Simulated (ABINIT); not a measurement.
An input for ABINIT 10.8.3 (SnSe2 (P-3m1)):

```
acell 3*1.0 Angstrom
rprim 
  3.810999999987 0.000000000003 0.000000000000
  -1.905499999996 3.300422813810 0.000000000000
  0.000000000000 0.000000000000 6.136000000000
ntypat 2
znucl 50 34
natom 3
typat 1 2 2
xred 
  0.000000000000 0.000000000000 0.000000000000
  0.333333333333 0.666666666667 0.249000000000
  0.666666666667 0.333333333333 0.751000000000
pp_dirpath "pseudos"
pseudos "Sn.upf, Se.upf"
ecut 48
ngkpt 3 3 2
nshiftk 1
shiftk 0 0 0
kptopt 1
chksymbreak 0
istwfk *1
occopt 1
irdwfk 1
optdriver 3
nband 265
ecuteps 7
inclvkb 2
awtr 1
symchi 1
ppmfrq 10 eV
indata_prefix "in"
outdata_prefix "out"
tmpdata_prefix "tmp"
```

```sh
OMP_NUM_THREADS=1 mpirun -n 8 abinit run.abi > log
```

**Question.** Estimate wall time and host memory on 8 MPI ranks of Arm Neoverse V2, shared host.

It took 1.7 min; on shared hardware allow 51 s to 3.4 min. Peak host memory was 2.9 GiB.

[Paths, hosts, dates, memory and timing lines, banners, echoed tables and standing remarks are left out of the program output.]

[Logs are printed without paths, hosts, clocks, repeated set-up lines and the standing remarks that a program may print on its own settings, such as how far it seeks lower states.]

[Runs of the session that timed out or met a known fault of the program may be left out.]

[Hosts, paths, dates, database ids (printed as entryN), source tags and the programs' standing remarks are cut or masked in the printed files.]

[G0W0 gaps are taken among the corrected bands and points alone; a level outside them can change the order at an edge.]

[Where Ansatz stands beside ABINIT at settings called matched, ABINIT's density can come from a denser mesh and the files from another edition; pairs whose starting gaps differed by over 0.03 eV were left out, so agreement reads better than it is.]
